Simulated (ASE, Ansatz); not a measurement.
## Twisted silicene bilayer, 27.80° (156 atoms): support functions against a reference

Aim: test how closely localised support functions follow the reference on twisted silicene bilayer, 27.80° (156 atoms), and at what cost. A setting counts as converged where the r.m.s. difference of forces stays under 1 % of the r.m.s. force.

Calculated with Ansatz 0.2.0; Kohn-Sham DFT, PBE+D3(BJ), PAW (set soft_2), plane waves.

## (1) Set-up

The cell holds 156 atoms: 156 Si. Cell: a = 24.106 Å, b = 24.106 Å, c = 18.140 Å, α = 90.0°, β = 90.0°, γ = 120.0°. It derives from Si (silicene). Silicene (a = 3.86 Å) under silicene (a = 3.86 Å), bilayer, commensurate cell of 39 unit cells a layer, twist 27.80 deg; facing planes 3.26 Å apart; 14 Å of vacuum; layers as built, displaced by a Gaussian of 0.01 Å. Regions: layer 1, 78 atoms (78 Si); layer 2, 78 atoms (78 Si). Vacuum lies along c.

Limits known from the start: Beside vacuum, support functions can miss their usual error bounds without a warning. The Brillouin zone is sampled at Γ only, in a cell whose shortest periodic width is 21 Å.

## (2) Plane-wave single point

This run is the reference for what follows, at a cutoff of 420 eV.

The input, input.yaml:

```yaml
crystal:
  lattice:
    - [24.1057, 0.0, 0.0]
    - [-12.05285, 20.87615, 0.0]
    - [0.0, 0.0, 18.14]
  atoms:
    - { symbol: Si, position: [0.10227, 0.69174, 0.40975] }
    - { symbol: Si, position: [0.1277, 0.61483, 0.38662] }
    - { symbol: Si, position: [0.15401, 0.8722, 0.40989] }
    - { symbol: Si, position: [0.1792, 0.79415, 0.385] }
    - { symbol: Si, position: [0.20507, 0.05035, 0.41056] }
    - { symbol: Si, position: [0.23042, 0.97406, 0.38513] }
    - { symbol: Si, position: [0.07706, 0.10252, 0.40931] }
    - { symbol: Si, position: [0.10196, 0.02577, 0.38654] }
    - { symbol: Si, position: [0.12866, 0.28221, 0.41062] }
    - { symbol: Si, position: [0.15355, 0.20602, 0.38585] }
    - { symbol: Si, position: [0.17971, 0.4613, 0.4106] }
    - { symbol: Si, position: [0.20524, 0.38418, 0.38673] }
    - { symbol: Si, position: [0.23152, 0.6416, 0.40987] }
    - { symbol: Si, position: [0.25609, 0.56372, 0.38731] }
    - { symbol: Si, position: [0.28263, 0.82118, 0.41003] }
    - { symbol: Si, position: [0.30765, 0.74364, 0.38665] }
    - { symbol: Si, position: [0.33416, 0.99992, 0.41043] }
    - { symbol: Si, position: [0.35882, 0.92285, 0.3865] }
    - { symbol: Si, position: [0.2566, 0.23125, 0.41016] }
    - { symbol: Si, position: [0.28309, 0.15464, 0.38622] }
    - { symbol: Si, position: [0.30793, 0.41057, 0.41033] }
    - { symbol: Si, position: [0.33332, 0.3332, 0.38632] }
    - { symbol: Si, position: [0.35916, 0.58999, 0.41055] }
    - { symbol: Si, position: [0.38379, 0.51213, 0.3853] }
    - { symbol: Si, position: [0.41025, 0.76919, 0.41117] }
    - { symbol: Si, position: [0.43613, 0.6926, 0.38569] }
    - { symbol: Si, position: [0.46152, 0.94851, 0.41038] }
    - { symbol: Si, position: [0.48763, 0.87271, 0.38635] }
    - { symbol: Si, position: [0.38519, 0.17945, 0.41035] }
    - { symbol: Si, position: [0.41069, 0.10308, 0.38621] }
    - { symbol: Si, position: [0.43608, 0.35883, 0.4109] }
    - { symbol: Si, position: [0.46124, 0.28195, 0.38584] }
    [... 118 atom lines left out ...]
    - { symbol: Si, position: [0.48554, 0.93845, 0.61517] }
    - { symbol: Si, position: [0.46206, 0.83658, 0.58867] }
    - { symbol: Si, position: [0.61459, 0.11783, 0.61392] }
    - { symbol: Si, position: [0.5897, 0.0159, 0.5899] }
    - { symbol: Si, position: [0.66624, 0.98997, 0.61499] }
    - { symbol: Si, position: [0.64065, 0.88799, 0.59041] }
kpoints:
  mp_grid: { grid: [1, 1, 1] }
hamiltonian:
  xc: pbe
  dispersion: d3bj
scf:
  occupations: { method: fermi_dirac, width: 0.025 }
output:
  forces: true
  populations: true
  dos:
    method: { smearing: { sigma: 0.08 } }
    de: 0.1
    projected:
      site_lists:
        Si: [Si]
        layer_1: [0, 1, 2, 3, 4, 5, 6, 7, 8, 9, 10, 11, 12, 13, 14, 15, 16, 17, 18, 19, 20, 21, 22, 23, 24, 25, 26, 27, 28, 29, 30, 31, 32, 33, 34, 35, 36, 37, 38, 39, 40, 41, 42, 43, 44, 45, 46, 47, 48, 49, 50, 51, 52, 53, 54, 55, 56, 57, 58, 59, 60, 61, 62, 63, 64, 65, 66, 67, 68, 69, 70, 71, 72, 73, 74, 75, 76, 77]
        layer_2: [78, 79, 80, 81, 82, 83, 84, 85, 86, 87, 88, 89, 90, 91, 92, 93, 94, 95, 96, 97, 98, 99, 100, 101, 102, 103, 104, 105, 106, 107, 108, 109, 110, 111, 112, 113, 114, 115, 116, 117, 118, 119, 120, 121, 122, 123, 124, 125, 126, 127, 128, 129, 130, 131, 132, 133, 134, 135, 136, 137, 138, 139, 140, 141, 142, 143, 144, 145, 146, 147, 148, 149, 150, 151, 152, 153, 154, 155]
  eigenvalues: true
  write_density: true
  write_potential: true
  volumetric_format: npy
```

Command:

```bash
$ ansatz run input.yaml --threads 8 --pin off --max-ram 15872MiB --backend cpu --events-out ev --progress --plain --runs-dir out
```

Numbers of over 12 decimals in the logs are rounded to 6 here.

Output:

```text
Engine: ansatz 0.2.0, aarch64-unknown-linux-gnu
Pseudopotentials: kind: paw
Pseudopotential: Si, paw, valence charge 4, recommended cutoff 420 eV (normal), Si.paw.azcp
[... 5 lines on functional and potentials left out ...]
Crystal: 156 atoms, lattice volume = 9128.669 Å³
Basis set: ecut = 420 eV, 178525 PW (Γ), exchange–correlation on 324×324×250 points (8 copies of the dense FFT grid, shifted against one another)
Bands: 468, of which v1, the nominal top of the filled ones, is band 312 counted from 1 (311 counted from 0)
Symmetry: 1 space group operations
Space group: P1 (ITA 1), of the structure as read, at distance tolerance 2.1e-4 Å
k-points: 1
[... 3 lines on functional and potentials left out ...]
Initial density: superposition of atomic densities (neutral atoms: chi_scale 0, normalization atom), corrected by the library's trained network
Initial wavefunctions: pseudopotential atomic-orbital guess
Functional: x = pbe(κ = 0.804, μ = 0.219515), c = pbe(β = 0.066725)
SCF iter   1: F=—  HF=-99130.382426 eV  |F-HF|=—  |Δ(HF+E_count)|=         —  Δρ=1.99e-3  dr2=1.08e0  ethr=1.77e-3  ⟨swp⟩=8.0  Hψ=2577  notcnv=0  defer=45
preconditioner: auto → LDOS  [metal: Δε(μ)=0.046 eV  Ē_g=7.045 eV  σ=0.025 eV  W_gap=0.38  n_scr=838 (ndim 8)  ℏωp=9.7 eV  f_vac=0.528  D(μ)=100.03/eV (n_scr^D=428)  β→1.0]
SCF iter   2: F=—  HF=-99130.353054 eV  |F-HF|=—  |Δ(HF+E_count)|=   2.94e-2  Δρ=8.92e-4  dr2=1.73e-1  ethr=1.73e-4  ⟨swp⟩=4.0  Hψ=887  notcnv=0  defer=136
SCF iter   3: F=—  HF=-99130.350810 eV  |F-HF|=—  |Δ(HF+E_count)|=   2.24e-3  Δρ=4.86e-4  dr2=9.16e-2  ethr=2.77e-5  ⟨swp⟩=4.0  Hψ=875  notcnv=0  defer=136
SCF iter   4: F=—  HF=-99130.342250 eV  |F-HF|=—  |Δ(HF+E_count)|=   8.56e-3  Δρ=2.66e-4  dr2=2.84e-2  ethr=1.47e-5  ⟨swp⟩=3.0  Hψ=713  notcnv=0  defer=136
SCF iter   5: F=—  HF=-99130.339334 eV  |F-HF|=—  |Δ(HF+E_count)|=   2.92e-3  Δρ=1.10e-4  dr2=5.81e-3  ethr=4.55e-6  ⟨swp⟩=3.0  Hψ=647  notcnv=0  defer=136
SCF iter   6: F=—  HF=-99130.338751 eV  |F-HF|=—  |Δ(HF+E_count)|=   5.83e-4  Δρ=4.62e-5  dr2=1.01e-3  ethr=9.32e-7  ⟨swp⟩=3.0  Hψ=609  notcnv=0  defer=136
SCF iter   7: F=—  HF=-99130.338632 eV  |F-HF|=—  |Δ(HF+E_count)|=   1.19e-4  Δρ=2.10e-5  dr2=1.75e-4  ethr=1.62e-7  ⟨swp⟩=3.0  Hψ=580  notcnv=0  defer=136
SCF iter   8: F=—  HF=-99130.338630 eV  |F-HF|=—  |Δ(HF+E_count)|=   1.79e-6  Δρ=8.88e-6  dr2=3.14e-5  ethr=2.81e-8  ⟨swp⟩=3.0  Hψ=699  notcnv=0  defer=136
SCF iter   9: F=—  HF=-99130.338089 eV  |F-HF|=—  |Δ(HF+E_count)|=   5.42e-4  Δρ=4.50e-6  dr2=6.43e-6  ethr=5.03e-9  ⟨swp⟩=2.0  Hψ=783  notcnv=0  defer=136
SCF iter  10: F=—  HF=-99130.338089 eV  |F-HF|=—  |Δ(HF+E_count)|=   1.88e-7  Δρ=1.96e-6  dr2=1.44e-6  ethr=1.03e-9  ⟨swp⟩=2.0  Hψ=505  notcnv=0  defer=136
SCF iter  11: F=—  HF=-99130.338089 eV  |F-HF|=—  |Δ(HF+E_count)|=   3.88e-8  Δρ=9.17e-7  dr2=3.09e-7  ethr=2.31e-10  ⟨swp⟩=2.0  Hψ=565  notcnv=0  defer=136
SCF iter  12: F=-99130.338089 eV  HF=-99130.338089 eV  |F-HF|=1.83e-8  |Δ(HF+E_count)|=   6.09e-8  Δρ=4.19e-7  dr2=6.18e-8  ethr=1.60e-11  ⟨swp⟩=23.0  Hψ=4985  notcnv=0
SCF 1 converged in 12 iterations: F = -99130.338089 eV  dr2 = 6.18e-8
  greatest PAW one-centre occupation: 0.652 electrons in one spin orbital (limit 2), on the Si atom at site 23 (counted from 0), in its partial waves of l = 0
SCF converged after 12 iterations
Free energy (F): -99130.338089 eV
Harris-Foulkes:  -99130.338089 eV  (|F-HF|=1.83e-8)
Internal energy: -99130.104731 eV  (E = F + TS)
E sigma→0 (E₀):  -99130.221410 eV
Entropy (-TS):   -0.233358 eV (-1.496 meV/atom)
Fermi energy:    -0.985507 eV
--- Per-component energies (eV) ---
  E_band       = -3648.469634
  E_kinetic    = 6092.484153
  E_local      = -89306.947485  (includes V_loc(G=0)·N_el)
  E_nonlocal   = 4079.299319
  E_hartree    = 41486.260675
  E_xc         = -8483.985456
  E_vxc        = -7116.422193  (∫ρ·V_xc dr)
  E_paw        = -79977.456168  (= ΣΔE_a)
  E_vpaw       = -369.397408  (= ΣTr[D̂ρ^β])
  E_aug_tail   = 0.000995  (compensation charges beyond the density's cutoff)
  E_ewald      = 27022.726750
  E_disp       = -42.487516  (pairwise vdW)
  E_smearing   = -0.233358  (= −TS)
  E_closure    = -0.000000  (closes the sum)
  Σ components = -99130.338089   (vs F -99130.338089, Δ=0.00e0)
--- Forces (eV/Å), atoms counted from 1 ---
  atom   1  Si     0.02820601     0.12626405     0.45555058
  atom   2  Si     0.19292703     0.27039121    -0.07969419
  atom   3  Si     0.36960131    -0.19986838     0.34283226
  atom   4  Si     0.03792999     0.28479099    -0.05173488
  atom   5  Si    -0.23170668     0.55453866     0.50721410
  atom   6  Si     0.46456503    -0.04906654    -0.12680383
  atom   7  Si     0.17226082     0.12858148     0.45301489
  atom   8  Si     0.11986566    -0.24608188    -0.07768550
  atom   9  Si    -0.30771181     0.23707347     0.45557757
  atom  10  Si     0.47377778    -0.20261514    -0.06699184
  atom  11  Si     0.02811961    -0.19898691     0.57732951
  atom  12  Si    -0.06529438     0.08135735    -0.17418469
  atom  13  Si    -0.22304037    -0.10599676     0.33913089
  atom  14  Si     0.30010885     0.26146187    -0.13753926
[...]
atom 155  Si    -0.12092752    -0.02345896     0.16988927
  atom 156  Si    -0.01094603    -0.08436564    -0.36827998
  max |Σ_I F_I| component: 1.64e-5 eV/Å
--- Band table (eV) ---
  k-point 0: bands = ["-12.1937", "-11.9055", "-11.8999", "-11.8946", [... 452 levels ...], "2.4837", "2.4856", "2.4917", "2.4953", "2.4987", "2.7816", "2.7871", "2.7922", "2.7961", "2.8033", "2.8087", "2.8131"]
--- Löwdin populations: 156 sites ---
  site symbol       q [e]
     0     Si      3.9742
     1     Si      3.9445
     2     Si      3.9587
[...]
155     Si      3.9735
  spilling = 0.012379 (of n_electrons = 624.000000)
```

Elapsed: 1.8 min, on 8 threads of Arm Neoverse V2, shared host; peak memory 11 GiB.

In the SCF lines HF is the Harris–Foulkes energy and dr2 the Hartree energy of the density residual, in eV; the loop may stop once dr2 is under the threshold and the program's other checks hold. Hψ counts applications of the Hamiltonian.

The run gave:

| Item | Value |
| --- | --- |
| free energy | -99130.3381 eV |
| free energy per atom | -635.4509 eV/atom |
| SCF cycles | 12 |
| r.m.s. force component | 0.2551 eV/Å |
| longest force | 0.872 eV/Å |
| Fermi energy | -0.9855 eV |
| levels partly filled by over 2 per cent | 9 |
| potential in mid-vacuum, over the Fermi level | 4.804 eV |
| potential 4.5 Å over the upper face | 4.803 eV |
| potential 4.5 Å under the lower face | 4.804 eV |
| spilling of the projection | 0.01238 |

Length of the force by element:

```
element  coordination  atoms  mean length of the force (eV/Å)  spread  least   most
     Si           all    156                            0.409   0.167  0.041  0.872
```

The mean of these charges, 0.050 e, is only the charge that the projection spills.

Löwdin charges by element (they lack the spilled electrons, 0.050 e an atom on average):

```
element  coordination  atoms  mean charge (e)  spread   least    most
     Si           all    156           0.0495  0.0151  0.0256  0.0965
```

By region:

```csv
region,atoms,mean length of the force (eV/Å)
layer 1,78,0.422
layer 2,78,0.396
```

States in the cell by windows of 0.5 eV, zero at the Fermi level; the larger projections on atomic orbitals stand beside the total:

```csv
from (eV),to (eV),total,Si p,layer 2,layer 1,Si s
-10,-9.5,18.7,4.6,9.4,9.1,14.0
-9.5,-9,30.4,9.4,14.9,15.2,20.7
-9,-8.5,40.5,12.3,20.2,19.9,27.8
-8.5,-8,1.2,0.4,0.6,0.6,0.8
-8,-7.5,16.0,6.2,7.9,7.9,9.6
-7.5,-7,14.8,7.7,7.2,7.5,6.9
-7,-6.5,44.0,23.3,21.7,21.7,20.1
-6.5,-6,13.2,6.4,6.7,6.4,6.8
-6,-5.5,0.2,0.1,0.1,0.1,0.1
-5.5,-5,23.9,13.5,11.8,11.8,10.1
-5,-4.5,25.2,15.4,12.4,12.5,9.5
-4.5,-4,7.3,7.1,3.7,3.5,0.1
-4,-3.5,57.2,52.4,28.0,28.4,4.0
-3.5,-3,18.7,15.6,9.2,9.2,2.8
-3,-2.5,80.6,75.1,39.7,39.8,4.4
-2.5,-2,34.5,33.0,17.2,16.7,1.0
-2,-1.5,58.9,56.6,29.0,29.0,1.4
-1.5,-1,33.4,31.8,16.5,16.4,1.1
-1,-0.5,24.0,22.2,11.8,11.8,1.4
-0.5,0,27.9,25.8,13.7,13.7,1.6
0,0.5,10.3,9.5,5.0,5.0,0.5
0.5,1,23.6,20.5,11.2,11.1,1.9
1,1.5,45.8,31.4,20.6,20.8,10.0
1.5,2,46.8,32.5,21.3,21.3,10.1
2,2.5,60.6,37.2,26.4,26.4,15.5
2.5,3,67.5,42.3,27.0,26.8,11.5
```

The curve was stored every 0.10 eV, coarse against its broadening of 0.08 eV, so these counts are rough.

Between -12 and -10 eV lie 57 more states.

The levels nearest the highest filled one (over half full), pooled over k-points and spins:

| level less the highest filled one (eV) | occupation |
| --- | --- |
| -0.144 | 2.00 |
| -0.138 | 2.00 |
| -0.0268 | 1.80 |
| -0.0192 | 1.74 |
| -0.0065 | 1.60 |
| 0 | 1.51 |
| 0.0333 | 0.895 |
| 0.0339 | 0.883 |
| 0.0395 | 0.775 |
| 0.0421 | 0.727 |
| 0.108 | 0.08 |
| 0.190 | 0.003 |

Planar average of the electrostatic potential energy along the normal, with the Fermi level as zero, after a running mean with a triangular window 4 Å wide at its base:

| height (Å) | potential energy (eV) |
| --- | --- |
| 0.0 | 4.80 |
| 0.6 | 4.80 |
| 1.0 | 4.80 |
| 1.6 | 4.80 |
| 2.0 | 4.80 |
| 2.6 | 4.80 |
| 3.0 | 4.79 |
| 3.6 | 4.75 |
| 4.1 | 4.65 |
| 4.6 | 4.11 |
| 5.1 | 3.05 |
| 5.7 | 0.51 |
| 6.2 | -2.66 |
| 6.7 | -4.74 |
| 7.3 | -5.92 |
| 7.7 | -5.13 |
| 8.3 | -2.83 |
| 8.7 | -1.38 |
| 9.3 | -1.11 |
| 9.7 | -2.26 |
| 10.3 | -4.62 |
| 10.7 | -5.80 |
| 11.3 | -5.25 |
| 11.8 | -3.42 |
| 12.3 | -0.27 |
| 12.9 | 2.52 |
| 13.4 | 3.83 |
| 13.9 | 4.57 |
| 14.4 | 4.73 |
| 14.9 | 4.79 |
| 15.4 | 4.80 |
| 16.0 | 4.80 |
| 16.4 | 4.80 |
| 17.0 | 4.80 |
| 17.4 | 4.80 |
| 18.0 | 4.80 |

Valence density in the ca plane at fractional y = 0.025, with atoms of Si within 0.2 Å of it. It is the smooth field of the valence electrons, not physical close to the nuclei.

Ten even steps from '0' (0.00 e/Å³) to '9' (0.54 e/Å³), each cell a mean:
```
00000000000000123432100124542100000000000000
00000000000000137995210000000000000000000000
00000000000000012332100012222100000000000000
00000000000000001111000135656410000000000000
00000000000000024554210125665310000000000000
00000000000000135435521235553100000000000000
00000000000000137986311247985200000000000000
00000000000000256764200125776310000000000000
00000000000000147985211136774200000000000000
00000000000000013443111354354100000000000000
00000000000000135543101134543100000000000000
00000000000000257774200001110000000000000000
00000000000000013331100012221000000000000000
00000000000000000000000137996210000000000000
00000000000000012443100123554200000000000000
00000000000000136776410011211000000000000000
00000000000000023553210124553200000000000000
00000000000000124442100135435420000000000000
00000000000000137986311137996310000000000000
00000000000000125766421356674200000000000000
00000000000000147985211246874200000000000000
00000000000001364254200012332100000000000000
00000000000000134442100123332100000000000000
00000000000000001111001258984200000000000000
```
Columns run along c (18.1 Å), rows up along a (24.1 Å). Atoms in or near the plane, at fractional coordinates: Si at (0.39, 0.10), Si at (0.41, 0.77), Si at (0.61, 0.26), Si at (0.59, 0.59).

Electrostatic potential energy in the ca plane at fractional y = 0.025, with atoms of Si within 0.2 Å of it. With pseudopotentials it is smooth inside the atoms' cores, unlike the true potential.

Ten even steps from '0' (-26 eV) to '9' (4 eV), each cell a mean:
```
99999999999999988788999987788999999999999999
99999999999999987667899999999999999999999999
99999999999999998888999998888999999999999999
99999999999999999999999984001689999999999999
99999999999999987545899986324799999999999999
99999999999999972000489976678999999999999999
99999999999999986446899976567899999999999999
99999999999999840026899986314799999999999999
99999999999999975467999986567899999999999999
99999999999999998778999720005899999999999999
99999999999999975468999864358999999999999999
99999999999999851037999999999999999999999999
99999999999999988789999998889999999999999999
99999999999999999999999987557899999999999999
99999999999999998777899998667899999999999999
99999999999999985001689999889999999999999999
99999999999999997657899998667899999999999999
99999999999999987778999972000589999999999999
99999999999999986446899985335799999999999999
99999999999999985102689730016899999999999999
99999999999999874357899863247999999999999999
99999999999999710004899998888999999999999999
99999999999999975568999987788999999999999999
99999999999999999999999862147999999999999999
```
Columns run along c (18.1 Å; values clipped at the 3rd and 97th percentile), rows up along a (24.1 Å). Atoms in or near the plane, at fractional coordinates: Si at (0.39, 0.10), Si at (0.41, 0.77), Si at (0.61, 0.26), Si at (0.59, 0.59).

Löwdin charges run from +0.03 to +0.10 e, about a mean that is the spilled charge alone. Within 0.4 eV of the Fermi level the largest share is Si p (95 % of the projected weight). The potential stands 4.80 eV above the Fermi level over the upper face and 4.80 eV under the lower one, a reading of the work function, with no dipole correction.

## (3) Structure statistics

Bonds and neighbours are counted at the geometry of the runs.

Normalised to the volume that the atoms fill. Pair distribution function in bins of 0.1 Å:

| r (Å) | total |
| --- | --- |
| 2.15 | 0.00 |
| 2.25 | 8.96 |
| 2.35 | 0.26 |
| 2.45 | 0.00 |
| 2.55 | 0.00 |
| 2.65 | 0.00 |
| 2.75 | 0.00 |
| 2.85 | 0.00 |
| 2.95 | 0.00 |
| 3.05 | 0.00 |
| 3.15 | 0.00 |
| 3.25 | 0.02 |
| 3.35 | 0.18 |
| 3.45 | 0.02 |
| 3.55 | 0.20 |
| 3.65 | 0.09 |
| 3.75 | 0.35 |
| 3.85 | 6.62 |
| 3.95 | 0.28 |
| 4.05 | 0.35 |
| 4.15 | 0.27 |
| 4.25 | 0.43 |
| 4.35 | 0.27 |
| 4.45 | 2.57 |
| 4.55 | 0.61 |
| 4.65 | 0.35 |
| 4.75 | 0.25 |
| 4.85 | 0.32 |
| 4.95 | 0.34 |
| 5.05 | 0.23 |
| 5.15 | 0.42 |
| 5.25 | 0.22 |
| 5.35 | 0.28 |
| 5.45 | 0.30 |
| 5.55 | 0.24 |
| 5.65 | 0.38 |
| 5.75 | 0.19 |
| 5.85 | 0.80 |
| 5.95 | 2.41 |
| 6.05 | 0.27 |
| 6.15 | 0.28 |
| 6.25 | 0.29 |
| 6.35 | 0.24 |
| 6.45 | 0.23 |

Bonds by pair of elements; cutoffs follow the first minimum of g(r), held within bounds set by covalent radii, and pairs that aren't listed don't count as bonded:

| pair A-B | cutoff (Å) | bonds | mean length (Å) | spread (Å) | shortest (Å) | B about A | A about B |
| --- | --- | --- | --- | --- | --- | --- | --- |
| Si-Si | 2.68 | 234 | 2.27 | 0.014 | 2.23 | 3 | 3 |

How many atoms have how many bonded neighbours:

| element | mean | 3 |
| --- | --- | --- |
| Si | 3 | 156 |

Bond angles, per cent of each kind in bins of 5°:

```
angle (°)  Si-Si-Si
  110–115       1.3
  115–120      98.7
```

Bond angles (no mean is given where the spread exceeds 20°):

```
   angle  count  mean (°)  spread (°)
Si-Si-Si    468       116         0.6
```

The first peak of g(r) lies near 2.27 Å. With the cutoffs above, all Si atoms have 3 bonded neighbours. The Si-Si-Si angle averages 116° with a spread of 0.6°.

(Part 1 of 2 ends here.)

[Logs are printed without paths, hosts, clocks, repeated set-up lines and the standing remarks that a program may print on its own settings, such as how far it seeks lower states.]

[Hosts, paths, dates, database ids (printed as entryN), source tags and the programs' standing remarks are cut or masked in the printed files.]
